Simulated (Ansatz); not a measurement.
In doubt: masses and optical values from hybrid runs of this build are listed as unsure (in some of the runs), which bears on the screening that GW takes from such a start.

Consider TiO2 (Rutile).

```xyz
6
Lattice="4.5922 0.0000 0.0000 0.0000 4.5922 0.0000 0.0000 0.0000 2.9574" Properties=species:S:1:pos:R:3 pbc="T T T"
Ti    0.0000    0.0000    0.0000
Ti    2.2961    2.2961    1.4787
O     1.4004    1.4004    0.0000
O     0.8957    3.6965    1.4787
O     3.1918    3.1918    0.0000
O     3.6965    0.8957    1.4787
```

The cell and positions come from the Crystallography Open Database and are kept as given unless a step says otherwise. PAW set soft_2, made with PBE.

Gaps computed with Ansatz 0.2.0 without a self-energy: HSE06 3.40 eV, r2SCAN 2.23 eV and PBE0 4.16 eV.

Q: Estimate the G0W0@HSE06 gap with 4×4×6 mesh, 493 empty bands, screening to 230 eV, default PAW files.

About 3.67 eV: on its mesh the run moves the gap from 3.40 eV by +0.27 eV. A band edge moves to another state on the way. Among the scalar-relativistic levels given, HSE06 is nearest (−0.27 eV). Bands and cutoff are finite, so the gap is not at the basis limit. The miss can reach some tenths of an eV and take either sign; the mesh is an error of its own.

[Paths, hosts, dates, memory and timing lines, banners, echoed tables and standing remarks are left out of the program output.]

[Logs are printed without paths, hosts, clocks, repeated set-up lines and the standing remarks that a program may print on its own settings, such as how far it seeks lower states.]

[Runs of the session that timed out or met a known fault of the program may be left out.]

[Cells called generated may have been cut or substituted from an entry of the Crystallography Open Database or the Materials Project.]

[Hosts, paths, dates, database ids (printed as entryN), source tags and the programs' standing remarks are cut or masked in the printed files.]
